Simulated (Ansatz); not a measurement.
An input for Ansatz 0.2.0 (BaTiO3 (R3m)):

```yaml
crystal:
  lattice:
    - [2.8273666084, 1.6323808724, 2.3183934932]
    - [-2.8273666084, 1.6323808724, 2.3183934932]
    - [0.0, -3.2647617449, 2.3183934932]
  atoms:
    - { symbol: Ba, position: [0.0, 0.0, 0.0] }
    - { symbol: Ti, position: [0.4845, 0.4845, 0.4845] }
    - { symbol: O, position: [0.5086, 0.5086, 0.0175] }
    - { symbol: O, position: [0.0175, 0.5086, 0.5086] }
    - { symbol: O, position: [0.5086, 0.0175, 0.5086] }
kpoints:
  mp_grid: { grid: [4, 4, 4] }
hamiltonian:
  xc: r2scan
scf:
  occupations: { method: fixed }
gw:
  n_empty_bands: 508
  ecut_chi: 230.0
  qp_bands: [v2, c2]
  qp_kpoints: band_edges
  screening: { model: godby_needs }
```

```sh
ansatz run input.yaml --threads 3 --pin off --max-ram 92160MiB --backend cuda --events-out ev --progress --plain --runs-dir out --devices 1 --max-vram 13GiB  # rebuilt from the run's record
```

Question: Estimate wall time and host memory on 1 × NVIDIA H100 80GB HBM3 (shared by 6 runs) with 3 threads of AMD EPYC 7R13 (Zen 3), shared host.

It took 61 s; on shared hardware allow 31 s to 2 min. Peak host memory was 2.9 GiB. The sizes that set the cost: 1647 plane waves a state, 13 irreducible k points, 528 bands summed, 485 plane waves in the screening and 7 SCF cycles.

The screening grows as filled bands × empty bands × pairs of k points, times the square of the screening basis for the matrix.

[Paths, hosts, dates, memory and timing lines, banners, echoed tables and standing remarks are left out of the program output.]

[Logs are printed without paths, hosts, clocks, repeated set-up lines and the standing remarks that a program may print on its own settings, such as how far it seeks lower states.]

[Runs of the session that timed out or met a known fault of the program may be left out.]

[Cells called generated may have been cut or substituted from an entry of the Crystallography Open Database or the Materials Project.]

[Hosts, paths, dates, database ids (printed as entryN), source tags and the programs' standing remarks are cut or masked in the printed files.]
